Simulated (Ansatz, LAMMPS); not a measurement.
# Local environments in glassy 88B2O3-12MgO (mol %) (116 atoms)

Density of this cell: 2.17 g/cm³. The cell holds 116 atoms: 44 B, 3 Mg and 69 O. Cell: a = 10.817 Å, b = 10.817 Å, c = 10.817 Å, α = 90.0°, β = 90.0°, γ = 90.0°. The starting structure: 116 atoms (44 B, 3 Mg, 69 O) placed at random at 1.99 g/cm³, melted at 3000 K for 20 ps at fixed volume with the Buckingham and Coulomb pair potential of Guillot and Sator (Geochim. Cosmochim. Acta 71, 1249 (2007)) with the boron terms of Wang et al. (J. Non-Cryst. Solids 498, 294 (2018)). Quenched from 3000 K to 300 K at 50 K/ps and fixed volume, held 10 ps at zero pressure.

Computed with Ansatz 0.2.0: Kohn-Sham DFT, RPBE, PAW (set soft_2), plane waves; cutoff 420 eV, Γ point, fixed occupations. Geometry: the last frame of 264 fs of DFT dynamics near 403 K.

The whole cell was solved; only parts of it are printed.

A closer look about O68, which has 3 bonded neighbours where the commonest count for O is 2: 46 atoms, nearest first, numbered in the order of the input, with positions taken from that point.

```
atom      x      y      z  distance (Å)  bonds  Löwdin charge (e)     Fx     Fy  Fz (eV/Å)
 O68   0.00   0.00   0.00          0.00      3              -0.49   0.18  -0.58      -0.52
 B23   1.31  -0.27  -0.44          1.41      3               0.68  -1.67  -0.03      -0.17
 B30  -1.22  -0.90   0.04          1.52      4               0.61  -0.25   1.08       0.57
 O61   2.26   0.60   0.03          2.34      2              -0.38   0.15   0.07       0.21
Mg46  -1.58   1.55  -0.91          2.39      6               1.68   0.17  -0.57      -0.31
O109  -0.85  -2.23   0.27          2.40      2              -0.39   1.40   1.45      -0.91
 O64   1.53  -1.24  -1.41          2.42      2              -0.37   1.14  -0.81      -0.06
 O49  -1.98  -0.59  -1.27          2.43      3              -0.50   0.69   0.06       0.19
 O54  -2.15  -0.42   1.12          2.46      2              -0.44  -0.04   0.70      -0.12
O106  -0.58   2.96  -0.18          3.02      2              -0.78  -0.84   0.02      -0.10
 O95   0.31   2.40   1.97          3.12      2              -0.40   0.23  -0.85       0.03
 B11   1.44   1.70   2.23          3.15      3               0.66  -0.14   1.13       0.97
 O78   1.28   0.50   2.88          3.19      2              -0.40  -0.27  -0.56       0.11
 O59  -0.08   0.10  -3.36          3.36      3              -0.45  -0.34  -0.23       0.55
 B31  -3.07   0.56   1.39          3.41      3               0.64   0.20  -0.33       0.84
 B19   0.07   3.29   0.93          3.42      3               0.62   0.07  -0.07      -0.78
 O73   0.83   2.19  -2.57          3.48      2              -0.42   1.89   1.07      -0.34
 O50  -3.16   1.71   0.56          3.64      3              -0.50   0.58   1.69      -0.99
 B10  -1.56  -3.28   0.58          3.68      3               0.65  -1.45  -1.65      -0.04
 B16   3.63   0.71   0.18          3.71      3               0.70   0.49   0.46      -0.24
 B28  -2.84  -1.28  -2.05          3.73      3               0.68  -0.66  -0.23       0.63
 B22   0.00   1.53  -3.44          3.77      4               0.59  -1.41   0.29      -0.88
 B41   2.29  -1.75  -2.45          3.78      3               0.70   0.75   0.98       0.64
 O76  -1.46   1.93  -3.05          3.89      3              -0.56  -0.17  -0.55       0.64
O108   1.55  -3.31   1.38          3.90      2              -0.39   0.83   0.70      -1.46
 B15   2.24  -0.37   3.29          4.00      3               0.67  -1.23  -0.45      -0.46
 B24   1.33  -2.79   2.56          4.02      3               0.69  -0.34  -0.60       2.20
 O52   1.86  -1.70   3.25          4.12      3              -0.47  -0.61  -1.42      -0.75
 B38   2.15   2.67  -2.31          4.14      3               0.67  -1.52  -2.05       0.45
 O90   2.70   2.26   2.31          4.21      2              -0.41   0.16  -0.22      -0.58
  B4   0.64  -0.72  -4.11          4.22      3               0.58   0.23  -1.09      -0.99
O112   1.82  -1.38  -3.72          4.37      3              -0.49   1.20  -0.42       0.28
 O71  -2.93  -3.23   0.72          4.42      2              -0.39   0.81  -0.95       0.52
O101   3.19   1.79  -2.57          4.47      2              -0.38  -0.64   1.09       0.22
 O82   3.72  -2.09   1.35          4.47      2              -0.47  -0.32  -2.17      -0.62
 O93  -1.45  -2.73   3.28          4.51      2              -0.40  -1.16  -0.43       0.65
 O48   4.52  -0.31   0.03          4.53      2              -0.39   0.34   0.01       0.37
 O99  -3.03  -2.66  -2.13          4.56      2              -0.37  -0.13   1.26       0.21
 O53   2.16   3.76  -1.47          4.58      2              -0.37  -0.13   0.80      -0.22
 B13  -3.29   3.18   0.56          4.61      3               0.69  -0.95  -0.88       0.47
 O63   4.12   2.03   0.44          4.61      2              -0.38   0.36  -1.26      -0.69
O100  -0.87  -4.48   0.72          4.62      2              -0.38  -0.22  -0.86      -0.46
 O81  -3.92   0.54   2.48          4.67      2              -0.44   0.32  -0.14       0.41
O113  -3.81  -0.50  -2.66          4.68      2              -0.39  -0.02   0.48      -0.30
 O94   0.58   4.56   1.03          4.71      2              -0.42   0.59   0.70       0.70
  B8   3.01  -3.51   1.16          4.76      4               0.64   1.08  -0.56       0.88
```

The column of bonds counts only the pairs O-B within 1.83 Å, O-Mg within 2.75 Å; other neighbours, such as metal atoms beside each other in a compound, aren't counted, and periodic images can show an atom twice.

A closer look about O51, which bears the longest force: 23 atoms, nearest first, numbered in the order of the input, with positions taken from that point.

```csv
atom,x,y,z,distance (Å),bonds,Löwdin charge (e),Fx,Fy,Fz (eV/Å)
O51,0.00,0.00,0.00,0.00,2,-0.39,-2.81,2.57,-0.47
B39,0.53,-1.20,0.13,1.32,3,0.66,0.42,-2.49,0.74
B33,-1.32,0.44,0.23,1.41,3,0.65,0.34,1.46,-0.23
O71,1.86,-1.18,0.37,2.23,2,-0.39,0.81,-0.95,0.52
O48,-1.51,1.74,-0.33,2.33,2,-0.39,0.34,0.01,0.37
O89,-0.26,-2.36,0.12,2.38,2,-0.39,0.28,0.68,-0.51
O82,-2.32,-0.04,1.00,2.52,2,-0.47,-0.32,-2.17,-0.62
B2,-1.41,-2.62,-0.60,3.03,3,0.66,0.25,-1.08,-0.74
O99,1.75,-0.61,-2.49,3.10,2,-0.37,-0.13,1.26,0.21
B28,1.94,0.77,-2.40,3.18,3,0.68,-0.66,-0.23,0.63
O54,2.63,1.63,0.77,3.19,2,-0.44,-0.04,0.70,-0.12
B31,1.72,2.61,1.04,3.30,3,0.64,0.20,-0.33,0.84
B8,-3.02,-1.46,0.81,3.45,4,0.64,1.08,-0.56,0.88
O81,0.86,2.58,2.12,3.45,2,-0.44,0.32,-0.14,0.41
B10,3.23,-1.23,0.23,3.46,3,0.65,-1.45,-1.65,-0.04
O67,-2.68,-2.17,-0.45,3.48,2,-0.41,-0.44,1.35,1.50
O113,0.97,1.55,-3.01,3.52,2,-0.39,-0.02,0.48,-0.30
O49,2.80,1.45,-1.62,3.55,3,-0.50,0.69,0.06,0.19
B32,-0.29,1.23,-3.38,3.61,3,0.72,-0.70,0.43,-1.16
B16,-2.40,2.76,-0.17,3.66,3,0.70,0.49,0.46,-0.24
B30,3.56,1.15,-0.31,3.76,4,0.61,-0.25,1.08,0.57
O62,-2.57,-0.50,-2.70,3.76,2,-0.39,-1.29,0.90,-0.23
B20,-1.42,-0.84,-3.41,3.78,3,0.63,-0.75,-0.76,0.30
```

The column of bonds counts only the pairs O-B within 1.83 Å, O-Mg within 2.75 Å; other neighbours, such as metal atoms beside each other in a compound, aren't counted, and periodic images can show an atom twice.

The surroundings of Mg46, one of the 3 Mg atoms, nearest first, numbered as they follow in the input and with coordinates relative to it.

| atom | x | y | z | distance (Å) | bonds | Löwdin charge (e) | Fx | Fy | Fz (eV/Å) |
| --- | --- | --- | --- | --- | --- | --- | --- | --- | --- |
| Mg46 | 0.00 | 0.00 | 0.00 | 0.00 | 6 | 1.68 | 0.17 | -0.57 | -0.31 |
| O106 | 1.00 | 1.41 | 0.74 | 1.88 | 2 | -0.78 | -0.84 | 0.02 | -0.10 |
| O76 | 0.12 | 0.37 | -2.13 | 2.17 | 3 | -0.56 | -0.17 | -0.55 | 0.64 |
| O50 | -1.59 | 0.15 | 1.47 | 2.17 | 3 | -0.50 | 0.58 | 1.69 | -0.99 |
| O49 | -0.41 | -2.15 | -0.35 | 2.21 | 3 | -0.50 | 0.69 | 0.06 | 0.19 |
| O68 | 1.58 | -1.55 | 0.91 | 2.39 | 3 | -0.49 | 0.18 | -0.58 | -0.52 |
| B30 | 0.36 | -2.46 | 0.96 | 2.66 | 4 | 0.61 | -0.25 | 1.08 | 0.57 |
| O98 | -1.69 | 2.14 | 0.18 | 2.73 | 3 | -0.40 | 0.13 | -0.93 | 0.79 |
| B13 | -1.71 | 1.63 | 1.48 | 2.79 | 3 | 0.69 | -0.95 | -0.88 | 0.47 |
| O54 | -0.58 | -1.98 | 2.04 | 2.90 | 2 | -0.44 | -0.04 | 0.70 | -0.12 |
| B31 | -1.49 | -0.99 | 2.30 | 2.92 | 3 | 0.64 | 0.20 | -0.33 | 0.84 |
| B22 | 1.58 | -0.02 | -2.53 | 2.98 | 4 | 0.59 | -1.41 | 0.29 | -0.88 |
| O73 | 2.41 | 0.64 | -1.66 | 2.99 | 2 | -0.42 | 1.89 | 1.07 | -0.34 |
| B19 | 1.65 | 1.73 | 1.84 | 3.02 | 3 | 0.62 | 0.07 | -0.07 | -0.78 |
| B44 | -0.65 | 1.34 | -2.72 | 3.10 | 3 | 0.66 | 1.14 | 0.06 | 0.82 |
| O59 | 1.49 | -1.45 | -2.44 | 3.21 | 3 | -0.45 | -0.34 | -0.23 | 0.55 |
| B28 | -1.27 | -2.83 | -1.14 | 3.31 | 3 | 0.68 | -0.66 | -0.23 | 0.63 |
| B35 | -1.25 | 2.97 | -0.80 | 3.32 | 3 | 0.68 | -0.10 | 0.50 | -0.47 |
| O107 | -0.94 | 2.46 | -2.05 | 3.34 | 2 | -0.38 | -1.12 | 1.56 | 1.70 |
| B23 | 2.88 | -1.83 | 0.47 | 3.45 | 3 | 0.68 | -1.67 | -0.03 | -0.17 |
| O113 | -2.24 | -2.05 | -1.74 | 3.50 | 2 | -0.39 | -0.02 | 0.48 | -0.30 |
| O95 | 1.88 | 0.85 | 2.88 | 3.55 | 2 | -0.40 | 0.23 | -0.85 | 0.03 |
| O109 | 0.73 | -3.78 | 1.19 | 4.03 | 2 | -0.39 | 1.40 | 1.45 | -0.91 |
| O66 | -2.01 | 2.40 | 2.57 | 4.05 | 2 | -0.37 | -0.01 | -0.43 | 0.49 |
| O61 | 3.84 | -0.96 | 0.94 | 4.07 | 2 | -0.38 | 0.15 | 0.07 | 0.21 |
| B38 | 3.73 | 1.12 | -1.40 | 4.14 | 3 | 0.67 | -1.52 | -2.05 | 0.45 |
| O94 | 2.16 | 3.01 | 1.94 | 4.18 | 2 | -0.42 | 0.59 | 0.70 | 0.70 |
| O64 | 3.10 | -2.79 | -0.50 | 4.21 | 2 | -0.37 | 1.14 | -0.81 | -0.06 |
| O81 | -2.35 | -1.02 | 3.39 | 4.25 | 2 | -0.44 | 0.32 | -0.14 | 0.41 |
| B11 | 3.02 | 0.14 | 3.14 | 4.36 | 3 | 0.66 | -0.14 | 1.13 | 0.97 |
| O72 | -0.91 | 1.43 | -4.02 | 4.37 | 2 | -0.38 | -0.52 | 0.47 | -1.43 |
| O53 | 3.74 | 2.20 | -0.56 | 4.38 | 2 | -0.37 | -0.13 | 0.80 | -0.22 |
| O60 | 1.63 | 0.27 | -4.06 | 4.39 | 3 | -0.55 | 0.24 | -0.17 | 0.57 |
| B37 | 1.68 | 3.98 | 1.10 | 4.46 | 3 | 0.72 | 0.21 | 0.31 | 0.76 |

The column of bonds counts only the pairs O-B within 1.83 Å, O-Mg within 2.75 Å; other neighbours, such as metal atoms beside each other in a compound, aren't counted, and periodic images can show an atom twice.

The surroundings of O92, whose charge lies farthest from its element's mean, nearest first, numbered as they follow in the input and with coordinates relative to it.

```
atom      x      y      z  distance (Å)  bonds  Löwdin charge (e)     Fx     Fy  Fz (eV/Å)
 O92   0.00   0.00   0.00          0.00      3              -0.85  -1.03   0.94       0.51
  B4   0.37   0.37   1.27          1.38      3               0.58   0.23  -1.09      -0.99
Mg45   1.42  -1.28  -0.25          1.93      7               1.70   0.31  -0.67      -0.20
Mg47  -1.53   1.30  -0.28          2.03      5               1.70  -0.08   0.10      -0.33
O112   1.55  -0.29   1.66          2.29      3              -0.49   1.20  -0.42       0.28
 O59  -0.35   1.19   2.02          2.38      3              -0.45  -0.34  -0.23       0.55
 O52   1.59  -0.61  -2.18          2.77      3              -0.47  -0.61  -1.42      -0.75
 O60  -0.22   2.91   0.40          2.95      3              -0.55   0.24  -0.17       0.57
 B15   1.97   0.72  -2.14          3.00      3               0.67  -1.23  -0.45      -0.46
O116   0.60  -2.70   1.27          3.04      3              -0.47  -0.06  -1.08       0.30
 O55   0.40  -2.55  -1.83          3.17      3              -0.49   1.06   0.83      -0.77
 O78   1.01   1.59  -2.56          3.18      2              -0.40  -0.27  -0.56       0.11
 O93  -1.72  -1.64  -2.15          3.21      2              -0.40  -1.16  -0.43       0.65
 O74  -2.94   0.15  -1.35          3.24      3              -0.54   0.13   0.10       0.01
 B22  -0.27   2.62   1.94          3.27      4               0.59  -1.41   0.29      -0.88
 B12  -0.95  -2.73  -1.78          3.39      3               0.66  -0.61  -0.26       0.09
 B24   1.06  -1.70  -2.87          3.50      3               0.69  -0.34  -0.60       2.20
 B26  -2.94  -1.21  -1.58          3.55      3               0.70   0.06  -0.15      -0.05
 O91   3.08   0.95  -1.47          3.55      2              -0.39   2.51   0.88       0.83
 B41   2.02  -0.66   2.93          3.62      3               0.70   0.75   0.98       0.64
 B43  -0.56  -3.39   1.58          3.79      3               0.69  -2.04   0.93       0.49
 O80   2.62  -2.85   0.39          3.89      3              -0.47   1.86  -0.74      -0.41
 O84  -1.46  -2.71   2.38          3.90      2              -0.38   0.62  -0.40      -0.55
O114   3.76  -1.11  -0.51          3.96      3              -0.46  -0.17   0.35      -0.47
 B36   0.40   4.02  -0.15          4.04      3               0.69  -0.60  -0.03      -1.11
  B9   1.84  -3.38   1.40          4.10      3               0.64  -0.99   0.90       0.12
 O64   1.26  -0.15   3.97          4.17      2              -0.37   1.14  -0.81      -0.06
 O76  -1.73   3.02   2.34          4.19      3              -0.56  -0.17  -0.55       0.64
 O77  -3.49   2.23  -0.68          4.20      3              -0.52  -0.01   0.90      -0.25
 O56  -1.44  -3.89  -1.27          4.34      2              -0.39  -0.39   0.38       0.40
  B6   4.21   0.16  -1.09          4.35      3               0.68   0.05  -0.24       0.21
 O73   0.56   3.28   2.81          4.36      2              -0.42   1.89   1.07      -0.34
 B11   1.17   2.79  -3.21          4.41      3               0.66  -0.14   1.13       0.97
 B40  -4.07   1.18  -1.59          4.53      4               0.64  -0.64  -0.50      -0.52
 B28  -3.11  -0.19   3.33          4.56      3               0.68  -0.66  -0.23       0.63
 O79   1.72   4.25  -0.02          4.59      2              -0.40  -0.16  -0.29       0.80
O105  -4.04  -1.94  -1.12          4.62      2              -0.38   1.00   0.09      -0.40
 B42   3.92  -2.47  -0.22          4.63      3               0.67  -0.40   0.66      -0.94
 O62   3.19  -1.46   3.04          4.64      2              -0.39  -1.29   0.90      -0.23
 O49  -2.25   0.50   4.11          4.72      3              -0.50   0.69   0.06       0.19
 O69  -0.85  -4.58   0.94          4.75      2              -0.39   0.70   0.43       0.83
O108   1.28  -2.21  -4.06          4.79      2              -0.39   0.83   0.70      -1.46
 O99  -3.30  -1.57   3.25          4.89      2              -0.37  -0.13   1.26       0.21
  B5  -0.86  -4.80  -0.41          4.89      3               0.68  -0.07  -1.04      -1.94
  B7  -2.62  -2.71   3.15          4.91      3               0.68   0.49  -2.07      -0.23
 O95   0.04   3.49  -3.47          4.92      2              -0.40   0.23  -0.85       0.03
```

The column of bonds counts only the pairs O-B within 1.83 Å, O-Mg within 2.75 Å; other neighbours, such as metal atoms beside each other in a compound, aren't counted, and periodic images can show an atom twice.

Neighbours are counted within 1.83 Å (O-B), 2.75 Å (O-Mg), the cutoffs taken from the dynamics.

Length of the force by element and coordination:

| element | coordination | atoms | mean length of the force (eV/Å) | spread | least | most |
| --- | --- | --- | --- | --- | --- | --- |
| B | all | 44 | 1.38 | 0.564 | 0.168 | 2.64 |
| B | 3 | 40 | 1.39 | 0.586 | 0.168 | 2.64 |
| B | 4 | 4 | 1.35 | 0.273 | 0.964 | 1.69 |
| Mg | all | 3 | 0.595 | 0.173 | 0.355 | 0.761 |
| Mg | 5 | 1 | 0.355 | 0 | 0.355 | 0.355 |
| Mg | 6 | 1 | 0.667 | 0 | 0.667 | 0.667 |
| Mg | 7 | 1 | 0.761 | 0 | 0.761 | 0.761 |
| O | all | 69 | 1.24 | 0.667 | 0.162 | 3.84 |
| O | 2 | 53 | 1.27 | 0.701 | 0.263 | 3.84 |
| O | 3 | 16 | 1.12 | 0.523 | 0.162 | 2.04 |

Löwdin charges by element and coordination (they lack the spilled electrons, 0.045 e an atom on average):

```
element  coordination  atoms  mean charge (e)  spread   least    most
      B           all     44            0.670  0.0319   0.584   0.720
      B             3     40            0.675  0.0282   0.584   0.720
      B             4      4             0.62  0.0227   0.590   0.643
     Mg           all      3             1.69  0.0094    1.68     1.7
     Mg             5      1             1.70       0    1.70    1.70
     Mg             6      1             1.68       0    1.68    1.68
     Mg             7      1              1.7       0     1.7     1.7
      O           all     69           -0.425  0.0829  -0.847  -0.355
      O             2     53           -0.399  0.0569  -0.778  -0.355
      O             3     16           -0.512  0.0949  -0.847  -0.395
```

The quench rate of 50 K/ps is many orders above laboratory rates, so the cell is likely richer in defects and strain than a real sample. The network of bonds at the start is that of the classical potential that made the cell, and needn't be the one that DFT or experiment would give. Only the Γ point is sampled, in a cell whose shortest periodic width is 11 Å. The Löwdin charges lack the electrons that the projection spills, 0.045 e an atom on average.

[Logs are printed without paths, hosts, clocks, repeated set-up lines and the standing remarks that a program may print on its own settings, such as how far it seeks lower states.]

[Hosts, paths, dates, database ids (printed as entryN), source tags and the programs' standing remarks are cut or masked in the printed files.]
